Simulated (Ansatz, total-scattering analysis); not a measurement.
# From S(Q) to neighbour shells

The sample: B2O3 (B 40.0, O 60.0 atom %) at 1500 K, fixed volume (mean pressure -2.7 GPa), ρ₀ = 0.0670 Å⁻³. The data come from ab initio molecular dynamics with Ansatz (PBE-D3(BJ), plane waves, PAW default files, Langevin thermostat, no spin, fixed volume). The average runs over 0.98 ps of 70 atoms, so shells between rare elements are rough. Mean temperature 1440 K, largest m.s.d. 0.62 Å², energy drift +7 meV an atom (last third less first, no steady trend), Langevin friction 10 ps⁻¹; the first quarter of the run is discarded. Start: last frame of a classical run of this cell at the same density and temperature. So short a stretch relaxes bonds and nearest shells but still remembers its start. It is a melt by its history, in a run too short to show flow.

The totals are in Faber–Ziman form. Below 4 Å⁻¹ the partials are summed on the cell's own reciprocal vectors (from 0.62 Å⁻¹) and folded with a Gaussian of σ = 0.14 Å⁻¹; above it they are transforms of g(r) out to 6.9 Å, tapered over the last 40 %. The fold lowers sharp peaks, and with so few vectors their positions are good to about 0.1 Å⁻¹. X-rays take neutral-atom form factors, neutrons coherent lengths (B 6.65, O 5.8037 fm). Boron is taken as ¹¹B. G(r) = 4πrρ₀[g(r) − 1] carries the resolution of a Lorch-windowed transform up to 20 Å⁻¹. The patterns are simulated, not measured. The cell is small: beyond half the box only the part of each shell inside it is counted, and low-Q values rest on few vectors.

```tsv
Q (Å⁻¹)	X-ray	neutron
0.6	0.54	0.62
0.9	0.98	1.11
1.2	1.09	1.26
1.5	1.30	1.48
1.8	0.83	1.00
2.1	0.96	1.19
2.4	0.77	0.97
2.7	0.73	0.71
3.0	1.01	0.67
3.3	1.06	0.74
3.6	0.82	0.67
3.9	0.73	0.67
4.2	0.70	0.70
4.5	0.79	0.81
4.8	0.89	0.97
5.1	1.07	1.18
5.4	1.32	1.39
5.7	1.48	1.49
6.0	1.40	1.38
6.3	1.17	1.15
6.6	0.96	0.96
6.9	0.84	0.85
7.2	0.79	0.80
7.5	0.79	0.80
7.8	0.82	0.82
8.1	0.89	0.87
8.4	0.97	0.93
8.7	1.02	0.99
9.0	1.03	1.02
9.3	1.02	1.03
9.6	1.02	1.04
9.9	1.04	1.07
10.2	1.09	1.12
10.5	1.12	1.14
10.8	1.12	1.12
11.1	1.07	1.06
11.4	1.01	0.99
11.7	0.94	0.93
12.0	0.90	0.89
```

G(r):

| r (Å) | X-ray | neutron |
| --- | --- | --- |
| 1.0 | -1.03 | -0.90 |
| 1.1 | -1.02 | -0.81 |
| 1.2 | 0.29 | 0.74 |
| 1.3 | 2.45 | 3.29 |
| 1.4 | 3.36 | 4.40 |
| 1.5 | 2.01 | 2.84 |
| 1.6 | -0.26 | 0.21 |
| 1.7 | -1.54 | -1.27 |
| 1.8 | -1.64 | -1.49 |
| 1.9 | -1.48 | -1.53 |
| 2.0 | -1.39 | -1.63 |
| 2.1 | -1.02 | -1.43 |
| 2.2 | -0.02 | -0.71 |
| 2.3 | 1.36 | 0.34 |
| 2.4 | 2.18 | 1.15 |
| 2.5 | 1.81 | 1.17 |
| 2.6 | 0.60 | 0.44 |
| 2.7 | -0.45 | -0.37 |
| 2.8 | -0.91 | -0.82 |
| 2.9 | -1.00 | -0.92 |
| 3.0 | -0.91 | -0.78 |
| 3.1 | -0.77 | -0.58 |
| 3.2 | -0.64 | -0.43 |
| 3.3 | -0.53 | -0.29 |
| 3.4 | -0.37 | -0.09 |
| 3.5 | -0.14 | 0.18 |
| 3.6 | 0.08 | 0.41 |
| 3.7 | 0.13 | 0.44 |
| 3.8 | -0.03 | 0.19 |
| 3.9 | -0.24 | -0.12 |
| 4.0 | -0.29 | -0.27 |
| 4.1 | -0.19 | -0.26 |
| 4.2 | 0.01 | -0.16 |
| 4.3 | 0.23 | -0.03 |
| 4.4 | 0.41 | 0.07 |
| 4.5 | 0.49 | 0.09 |
| 4.6 | 0.45 | 0.05 |
| 4.7 | 0.31 | -0.03 |
| 4.8 | 0.11 | -0.10 |
| 4.9 | -0.08 | -0.15 |
| 5.0 | -0.22 | -0.18 |
| 5.1 | -0.33 | -0.21 |
| 5.2 | -0.37 | -0.22 |
| 5.3 | -0.32 | -0.15 |
| 5.4 | -0.19 | -0.01 |
| 5.5 | -0.02 | 0.15 |
| 5.6 | 0.13 | 0.29 |
| 5.7 | 0.27 | 0.39 |
| 5.8 | 0.35 | 0.44 |
| 5.9 | 0.37 | 0.44 |
| 6.0 | 0.35 | 0.42 |

**Question.** Which pairs make the maxima of G(r) below 4.5 Å, and what can the data say of the number of neighbours?

Each pair enters with the weight ci cj fi fj (2 − δij)/⟨f⟩², taking f = Z for X-rays at Q = 0: O–O 0.50 / 0.32; B–O 0.42 / 0.49; B–B 0.09 / 0.19 (X-ray / neutron).

| radiation | maximum (Å) | G (Å⁻²) | pairs that make it (share of the curvature of G, each pair at the same resolution) |
| --- | --- | --- | --- |
| X-ray | 1.39 | 3.43 | B–O 100 % |
| X-ray | 2.42 | 2.23 | O–O 98 % |
| X-ray | 3.67 | 0.14 | B–O 100 % |
| X-ray | 4.52 | 0.49 | O–O 98 % |
| neutron | 1.39 | 4.47 | B–O 100 % |
| neutron | 2.45 | 1.28 | O–O 82 %, B–B 18 % |
| neutron | 3.66 | 0.46 | B–O 100 % |

The first neutron peak is mostly one pair, so its area estimates the neighbours: ∫ r [G + 4πρ₀r] dr from 0.93 to 1.78 Å is 2.46, and times c(O)/weight = 0.600/0.491 gives 3.0 O around each B; the count from the coordinates is 3.00.

From the coordinates:

```csv
pair,first peak (Å),g there,first minimum (Å),g there,neighbours
B–O,1.38,17.0,1.78,0.04,"3.0 O per B, 2.0 B per O"
O–O,2.39,4.8,2.84,0.45,4.3
B–B,2.60,3.8,3.06,0.28,3.1
```

Bonded neighbours (only these pairs count: cutoffs B–O 1.78 Å): B: 3 100 %; O: 2 100 %. Bridging oxygens per network former of four or fewer bonds: B: Q3 100 %. Oxygen by network formers bound (Si, B, P, Ge and Al count): two 100 %. O–B–O peak at 118° and B–O–B peak at 134°. These counts come from 15 frames.

Unlike atoms are nearest: the pair functions peak at 1.38 Å (B–O) and 2.39 Å (O–O). The ratio of these peaks, 1.73 (±0.04), compares with 1.73 for a triangle, 1.63 for a tetrahedron and 1.41 for an octahedron, and B has 3.0 anions. The weights that differ most between the probes (X-ray, neutron): O–O 0.50 and 0.32, B–B 0.09 and 0.19 and B–O 0.42 and 0.49.

[Logs are printed without paths, hosts, clocks, repeated set-up lines and the standing remarks that a program may print on its own settings, such as how far it seeks lower states.]
